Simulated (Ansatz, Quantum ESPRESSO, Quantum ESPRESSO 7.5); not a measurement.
# Ballistic transmission: vacuum gap of 7.0 Å between two Pb(100) faces

Aim: the zero-bias transmission with pwcond for this junction: vacuum gap of 7.0 Å between two Pb(100) faces.

Main program and level: Quantum ESPRESSO 7.5; plane-wave DFT, PBEsol, GBRV ultrasoft pseudopotentials (cross-check by Ansatz 0.2.0 with PAW datasets).

**1. Starting point**

The cell holds 12 atoms: 12 Pb. Its edges and angles: a = 3.557 Å, b = 3.557 Å, c = 34.665 Å, α = 90.0°, β = 90.0°, γ = 90.0°. It derives from Pb. Regions: left lead, 6 atoms (6 Pb); right lead, 6 atoms (6 Pb). The structure is stacked along c, and the current runs across the ab planes.

**2. SCF with pw.x**

One periodic cell holds a stretch of lead, the junction and more lead; the atoms stay as built.

Input file scf.in:

```
&control
  prefix = 'scf'
  outdir = './out'
  pseudo_dir = './pseudo'
  calculation = 'scf'
  tprnfor = .true.
/
&system
  ibrav = 0
  nat = 12
  ntyp = 1
  ecutwfc = 40
  ecutrho = 200
  occupations = 'smearing'
  smearing = 'mv'
  degauss = 0.01
/
&electrons
  conv_thr = 1e-07
  mixing_beta = 0.25
  electron_maxstep = 120
  mixing_mode = 'local-TF'
/
ATOMIC_SPECIES
  Pb  207.2000  pb_pbesol_v1.uspp.F.UPF
CELL_PARAMETERS angstrom
  3.55674710936833 0.00000000000000 0.00000000000000
  0.00000000000000 3.55674710936833 0.00000000000000
  0.00000000000000 0.00000000000000 34.66500000000000
ATOMIC_POSITIONS crystal
  Pb  0.000000000000 0.000000000000 0.000000000000
  Pb  0.500000000000 0.500000000000 0.072551564979
  Pb  0.000000000000 0.000000000000 0.145103129958
  Pb  0.500000000000 0.500000000000 0.217654694937
  Pb  0.000000000000 0.000000000000 0.290206259916
  Pb  0.500000000000 0.500000000000 0.362757824895
  Pb  0.000000000000 0.000000000000 0.564690610125
  Pb  0.500000000000 0.500000000000 0.637242175105
  Pb  0.000000000000 0.000000000000 0.709793740084
  Pb  0.500000000000 0.500000000000 0.782345305063
  Pb  0.000000000000 0.000000000000 0.854896870042
  Pb  0.500000000000 0.500000000000 0.927448435021
K_POINTS automatic
  7 7 1 0 0 0
```

Started as:

```sh
> OMP_NUM_THREADS=1 mpirun -n 4 pw.x -nk 2 -in scf.in > scf.out
```

The program printed:

```text
Program PWSCF v.7.5 starts
[citation notice left out]

     Parallel version (MPI & OpenMP), running on       4 processor cores
     Number of MPI processes:                 4
     Threads/MPI process:                     1

     MPI processes distributed on     1 nodes
[...]
Current dimensions of program PWSCF are:
     Max number of different atomic species (ntypx) = 10
     Max number of k-points (npk) =  40000
     Max angular momentum in pseudopotentials (lmaxx) =  4
     Message from routine setup:
     using ibrav=0 with symmetry is DISCOURAGED, use correct ibrav instead

     K-points division:     npool     =       2
     R & G space division:  proc/nbgrp/npool/nimage =       2
     Subspace diagonalization in iterative solution of the eigenvalue problem:
     a serial algorithm will be used

     Parallelization info
     --------------------
     sticks:   dense  smooth     PW     G-vecs:    dense   smooth      PW
     Min         358     288     88                70602    50606    8230
     Max         359     289     89                70625    50633    8249
     Sum         717     577    177               141227   101239   16479

     Using Slab Decomposition

     bravais-lattice index     =            0
     lattice parameter (alat)  =       6.7213  a.u.
     unit-cell volume          =    2959.3326 (a.u.)^3
     number of atoms/cell      =           12
     number of atomic types    =            1
     number of electrons       =       168.00
     number of Kohn-Sham states=          101
     kinetic-energy cutoff     =      40.0000  Ry
     charge density cutoff     =     200.0000  Ry
     scf convergence threshold =      1.0E-07
     mixing beta               =       0.2500
     number of iterations used =            8  local-TF  mixing
     Exchange-correlation= SLA  PW   PSX  PSC
                           (   1   4  10   8   0   0   0)

     celldm(1)=   6.721278  celldm(2)=   0.000000  celldm(3)=   0.000000
     celldm(4)=   0.000000  celldm(5)=   0.000000  celldm(6)=   0.000000

     crystal axes: (cart. coord. in units of alat)
               a(1) = (   1.000000   0.000000   0.000000 )
               a(2) = (   0.000000   1.000000   0.000000 )
               a(3) = (   0.000000   0.000000   9.746265 )

     reciprocal axes: (cart. coord. in units 2 pi/alat)
               b(1) = (  1.000000  0.000000  0.000000 )
               b(2) = (  0.000000  1.000000  0.000000 )
               b(3) = (  0.000000  0.000000  0.102603 )

     PseudoPot. # 1 for Pb read from file:
     ./pseudo/pb_pbesol_v1.uspp.F.UPF
     Pseudo is Ultrasoft + core correction, Zval = 14.0
     Generated by new atomic code, or converted to UPF format
     Using radial grid of  899 points,  6 beta functions with:
                l(1) =   0
                l(2) =   0
                l(3) =   1
                l(4) =   1
                l(5) =   2
                l(6) =   2
     Q(r) pseudized with  6 coefficients,  rinner =    1.000   1.000   1.000
                                                       1.000   1.000

     atomic species   valence    mass     pseudopotential
     Pb               14.00   207.20000     Pb( 1.00)

      8 Sym. Ops. (no inversion) found

   Cartesian axes

     site n.     atom                  positions (alat units)
         1        Pb     tau(   1) = (   0.0000000   0.0000000   0.0000000  )
         2        Pb     tau(   2) = (   0.5000000   0.5000000   0.7071068  )
         3        Pb     tau(   3) = (   0.0000000   0.0000000   1.4142136  )
         4        Pb     tau(   4) = (   0.5000000   0.5000000   2.1213203  )
         5        Pb     tau(   5) = (   0.0000000   0.0000000   2.8284271  )
         6        Pb     tau(   6) = (   0.5000000   0.5000000   3.5355339  )
         7        Pb     tau(   7) = (   0.0000000   0.0000000   5.5036244  )
         8        Pb     tau(   8) = (   0.5000000   0.5000000   6.2107311  )
         9        Pb     tau(   9) = (   0.0000000   0.0000000   6.9178379  )
        10        Pb     tau(  10) = (   0.5000000   0.5000000   7.6249447  )
        11        Pb     tau(  11) = (   0.0000000   0.0000000   8.3320515  )
        12        Pb     tau(  12) = (   0.5000000   0.5000000   9.0391583  )

     number of k points=    10  Marzari-Vanderbilt smearing, width (Ry)=  0.0100
                       cart. coord. in units 2pi/alat
        k(    1) = (   0.0000000   0.0000000   0.0000000), wk =   0.0408163
        k(    2) = (   0.0000000   0.1428571   0.0000000), wk =   0.1632653
        k(    3) = (   0.0000000   0.2857143   0.0000000), wk =   0.1632653
        k(    4) = (   0.0000000   0.4285714   0.0000000), wk =   0.1632653
        k(    5) = (   0.1428571   0.1428571   0.0000000), wk =   0.1632653
        k(    6) = (   0.1428571   0.2857143   0.0000000), wk =   0.3265306
        k(    7) = (   0.1428571   0.4285714   0.0000000), wk =   0.3265306
        k(    8) = (   0.2857143   0.2857143   0.0000000), wk =   0.1632653
        k(    9) = (   0.2857143   0.4285714   0.0000000), wk =   0.3265306
        k(   10) = (   0.4285714   0.4285714   0.0000000), wk =   0.1632653

     Dense  grid:   141227 G-vectors     FFT dimensions: (  32,  32, 300)

     Smooth grid:   101239 G-vectors     FFT dimensions: (  27,  27, 270)

     Estimated max dynamical RAM per process >     239.26 MB

     Estimated total dynamical RAM >     922.56 MB

     Check: negative core charge=   -0.000009

     Initial potential from superposition of free atoms

     starting charge     167.9747, renormalised to     168.0000

     negative rho (up, down):  1.829E-01 0.000E+00
     Starting wfcs are  108 randomized atomic wfcs

     total cpu time spent up to now is        3.3 secs

     per-process dynamical memory:   114.6 Mb

     Self-consistent Calculation

     iteration #  1     ecut=    40.00 Ry     beta= 0.25
     Davidson diagonalization with overlap
     ethr =  1.00E-02,  avg # of iterations =  2.7

     Threshold (ethr) on eigenvalues was too large:
     Diagonalizing with lowered threshold

     Davidson diagonalization with overlap
     ethr =  1.47E-04,  avg # of iterations =  3.4

     negative rho (up, down):  1.823E-01 0.000E+00

     total cpu time spent up to now is       20.1 secs

     total energy              =   -1966.61084689 Ry
     estimated scf accuracy    <       0.25697613 Ry

     iteration #  2     ecut=    40.00 Ry     beta= 0.25
[...]
negative rho (up, down):  1.805E-01 0.000E+00

[...]
total energy              =   -1966.58759124 Ry
[...]
-8.4678  -8.4597  -8.4553  -8.4545  -8.4523  -8.4300  -8.4251  -8.4251
    -8.4248  -8.4248  -8.4200  -8.4073  -8.3952  -8.3827  -8.3753  -8.3753
    -8.3705  -8.3705  -8.3572  -8.3485  -8.3485  -8.3409  -8.3323  -8.3243
    -8.3243  -8.3162  -8.3162  -8.3093  -8.2937  -8.2937  -8.2857  -8.2670
    -8.2670  -8.2596  -8.2503  -8.2405  -8.2300  -8.2300  -8.2244  -8.2215
    -8.2115  -8.2112  -8.2112  -8.1913  -8.1868  -8.1868  -8.1728  -8.1544
    -8.1544  -8.1516  -8.1185  -8.1185  -2.8344  -2.7448  -2.5426  -2.2644
    -1.9264  -1.5267  -1.0554  -0.5144   0.0580   0.6370   1.1748   1.6150
     5.6425   6.1081   6.7956   7.6778   8.5143   9.5677  10.3362  10.6095
    10.6095  10.7262  10.7262  10.9717  10.9717  11.3066  11.3066  11.5251
    11.7087  11.7087  11.9459  12.1773  12.1773  12.7137  12.7138  13.2119
    13.3108  13.3109  13.3963  13.9238  13.9238

          k = 0.0000 0.1429 0.0000 ( 12663 PWs)   bands (ev):

    -8.5508  -8.5508  -8.5156  -8.5156  -8.4793  -8.4698  -8.4686  -8.4660
    -8.4482  -8.4433  -8.4425  -8.4418  -8.4314  -8.4260  -8.4259  -8.4166
    -8.4166  -8.4092  -8.3982  -8.3894  -8.3842  -8.3836  -8.3805  -8.3799
    -8.3794  -8.3622  -8.3618  -8.3513  -8.3432  -8.3407  -8.3405  -8.3311
    -8.3204  -8.3174  -8.3171  -8.3128  -8.3068  -8.2886  -8.2820  -8.2815
    -8.2637  -8.2627  -8.2508  -8.2461  -8.2431  -8.2422  -8.2332  -8.2311
    -8.2263  -8.2154  -8.2152  -8.2104  -8.1977  -8.1875  -8.1812  -8.1776
    -8.1618  -8.1485  -8.1406  -8.1242  -2.5858  -2.4966  -2.2953  -2.0193
    -1.6854  -1.2928  -0.8326  -0.3087   0.2380   0.7795   1.2681   1.6577
     5.9257   6.2923   6.8076   7.4095   7.9437   8.5468   8.9829   9.0750
     9.2373   9.6529   9.8254  10.2923  10.3957  10.8997  11.0113  11.0142
    11.2483  11.3471  11.5715  11.7542  11.8197  11.9592  12.4104  12.5270
    12.9269  13.0640  13.1157  13.2779  13.5014

          k = 0.0000 0.2857 0.0000 ( 12636 PWs)   bands (ev):

    -8.5065  -8.5065  -8.4848  -8.4848  -8.4497  -8.4497  -8.4385  -8.4385
    -8.4326  -8.4250  -8.4081  -8.4052  -8.4052  -8.4040  -8.4037  -8.4024
    -8.4007  -8.4006  -8.3968  -8.3893  -8.3803  -8.3746  -8.3746  -8.3658
    -8.3651  -8.3651  -8.3630  -8.3491  -8.3416  -8.3416  -8.3413  -8.3389
    -8.3302  -8.3301  -8.3237  -8.3133  -8.2932  -8.2781  -8.2781  -8.2664
    -8.2664  -8.2650  -8.2614  -8.2515  -8.2514  -8.2452  -8.2340  -8.2307
    -8.2201  -8.2199  -8.2173  -8.2137  -8.2083  -8.2054  -8.2020  -8.1960
    -8.1759  -8.1633  -8.1418  -8.1377  -1.8466  -1.7606  -1.5659  -1.3021
    -0.9888  -0.6297  -0.2208   0.2248   0.6553   1.0330   1.3256   1.5382
     5.9385   5.9576   6.1588   6.1923   6.5731   6.6266   7.0403   7.1774
     7.7427   7.8500   8.4184   8.6335   9.1459   9.5195   9.9734  10.2963
    10.6591  11.7043  11.7339  11.8276  12.0347  12.3154  12.3322  12.5032
    12.6487  13.0312  13.0939  13.4431  13.4637

          k = 0.0000 0.4286 0.0000 ( 12634 PWs)   bands (ev):

    -8.4796  -8.4796  -8.4711  -8.4711  -8.4626  -8.4625  -8.4397  -8.4397
    -8.4212  -8.4210  -8.4126  -8.4124  -8.4122  -8.4117  -8.4087  -8.4087
    -8.3963  -8.3947  -8.3883  -8.3880  -8.3783  -8.3746  -8.3693  -8.3693
    -8.3676  -8.3668  -8.3637  -8.3618  -8.3606  -8.3539  -8.3494  -8.3463
    -8.3405  -8.3207  -8.3197  -8.3127  -8.2896  -8.2856  -8.2781  -8.2762
    -8.2527  -8.2501  -8.2477  -8.2378  -8.2275  -8.2237  -8.2173  -8.2165
    -8.2134  -8.2041  -8.2003  -8.1869  -8.1785  -8.1776  -8.1761  -8.1742
    -8.1531  -8.1503  -8.1466  -8.1450  -0.6771  -0.6068  -0.4420  -0.2306
    -0.0014   0.2241   0.4334   0.5989   0.6676   0.6725   0.6897   0.7077
     4.8465   4.8506   5.1011   5.1164   5.5457   5.5805   6.0962   6.1599
     6.6773   6.8054   7.4193   7.9811   8.4073   9.0197   9.7833  10.1880
    10.8293  10.8914  11.7080  11.7518  12.7125  12.7634  12.9951  13.0462
    13.1799  13.3518  13.4452  13.5179  13.5408

          k = 0.1429 0.1429 0.0000 ( 12635 PWs)   bands (ev):

    -8.5143  -8.5143  -8.4839  -8.4839  -8.4574  -8.4573  -8.4524  -8.4520
    -8.4404  -8.4331  -8.4330  -8.4312  -8.4171  -8.4159  -8.4083  -8.4048
    -8.4046  -8.3915  -8.3914  -8.3902  -8.3899  -8.3859  -8.3731  -8.3723
    -8.3706  -8.3622  -8.3591  -8.3421  -8.3411  -8.3374  -8.3369  -8.3357
    -8.3352  -8.3306  -8.3158  -8.3079  -8.3075  -8.2872  -8.2856  -8.2822
    -8.2795  -8.2722  -8.2652  -8.2542  -8.2506  -8.2480  -8.2382  -8.2343
    -8.2333  -8.2316  -8.2151  -8.2139  -8.2130  -8.1936  -8.1894  -8.1889
    -8.1664  -8.1654  -8.1558  -8.1190  -2.3377  -2.2492  -2.0494  -1.7763
    -1.4473  -1.0627  -0.6143  -0.1078   0.4138   0.9204   1.3663   1.7152
     6.2056   6.4979   6.9090   7.3913   7.8384   8.3712   8.8617   8.9613
     9.0703   9.3035   9.4441   9.5133   9.6219   9.7953  10.0042  10.0747
    10.4007  10.4521  10.8274  10.9678  11.0557  11.4713  11.5498  12.0290
    12.1590  12.3788  12.5415  12.7744  12.8758

          k = 0.1429 0.2857 0.0000 ( 12633 PWs)   bands (ev):

    -8.4720  -8.4719  -8.4658  -8.4658  -8.4485  -8.4483  -8.4359  -8.4358
    -8.4214  -8.4211  -8.4164  -8.4135  -8.4028  -8.3984  -8.3962  -8.3900
    -8.3875  -8.3820  -8.3817  -8.3791  -8.3770  -8.3742  -8.3664  -8.3610
    -8.3603  -8.3575  -8.3573  -8.3464  -8.3462  -8.3396  -8.3378  -8.3251
    -8.3225  -8.3193  -8.3164  -8.2978  -8.2975  -8.2858  -8.2815  -8.2773
    -8.2706  -8.2689  -8.2636  -8.2587  -8.2581  -8.2486  -8.2485  -8.2484
    -8.2328  -8.2246  -8.2196  -8.2176  -8.2154  -8.2031  -8.1992  -8.1856
    -8.1804  -8.1707  -8.1540  -8.1307  -1.6014  -1.5171  -1.3254  -1.0666
    -0.7604  -0.4115  -0.0159   0.4128   0.8232   1.1796   1.4541   1.6555
     6.2204   6.2359   6.4279   6.4549   6.8227   6.8549   7.2779   7.3612
     7.9073   7.9418   8.5296   8.5464   9.1650   9.1740   9.6509   9.7896
    10.0655  10.1747  10.3041  10.4104  10.5877  10.9648  11.0942  11.6033
    11.6112  12.1602  12.4262  12.6764  12.7240

[...]
the Fermi energy is     8.5818 ev

!    total energy              =   -1966.59800971 Ry
     estimated scf accuracy    <       0.00000008 Ry
     smearing contrib. (-TS)   =      -0.00029658 Ry
     internal energy E=F+TS    =   -1966.59771312 Ry

     The total energy is F=E-TS. E is the sum of the following terms:
     one-electron contribution =   -1884.02190912 Ry
     hartree contribution      =    1054.77098636 Ry
     xc contribution           =    -756.18043810 Ry
     ewald contribution        =    -381.16635226 Ry

     convergence has been achieved in  10 iterations

     negative rho (up, down):  1.856E-01 0.000E+00

     Forces acting on atoms (cartesian axes, Ry/au):

     atom    1 type  1   force =     0.00000000    0.00000000    0.00276707
     atom    2 type  1   force =     0.00000000    0.00000000   -0.00265764
     atom    3 type  1   force =     0.00000000    0.00000000   -0.00008267
     atom    4 type  1   force =     0.00000000    0.00000000   -0.00130102
     atom    5 type  1   force =     0.00000000    0.00000000    0.01187223
     atom    6 type  1   force =     0.00000000    0.00000000   -0.01555133
     atom    7 type  1   force =     0.00000000    0.00000000    0.01553470
     atom    8 type  1   force =     0.00000000    0.00000000   -0.01187852
     atom    9 type  1   force =     0.00000000    0.00000000    0.00130341
     atom   10 type  1   force =     0.00000000    0.00000000    0.00009275
     atom   11 type  1   force =     0.00000000    0.00000000    0.00264547
     atom   12 type  1   force =     0.00000000    0.00000000   -0.00274443

     Total force =     0.028247     Total SCF correction =     0.001000

[...]
=------------------------------------------------------------------------------=
   JOB DONE.
=------------------------------------------------------------------------------=
```

The job ended after 2 min (4 MPI ranks of Arm Neoverse V1, shared host; peak memory 1 GiB; 8.2 min of CPU time).

This step gave:

- free energy: -26756.9290 eV
- Fermi energy: 8.582 eV

The program's own clock; routines nest. Time by routine:

```csv
routine,wall time (s),calls
PWSCF,122.4,1
electrons,117.3,1
c_bands,102.2,11
cegterg,93.26,55
h_psi,53.99,315
fftw,41.47,35907
vloc_psi,37.36,315
calbec,11.99,390
sum_band,11.89,11
h_psi:calbec,8.08,315
add_vuspsi,8.05,315
s_psi,8.02,315
cdiaghg,3.87,305
init_run,3.27,1
```

The run needed 10 iterations to bring the estimated error under 1e-07 Ry; the largest force on any atom, held or free, is 0.40 eV/Å.

(Continued in part 2 of 4.)

[Logs are printed without paths, hosts, clocks, repeated set-up lines and the standing remarks that a program may print on its own settings, such as how far it seeks lower states.]

[Hosts, paths, dates, database ids (printed as entryN), source tags and the programs' standing remarks are cut or masked in the printed files.]

[Maps of the electrostatic potential energy from Ansatz leave out the sawtooth potential of an applied field or a dipole correction, so their vacuum need not be flat; planar profiles and work functions include it.]
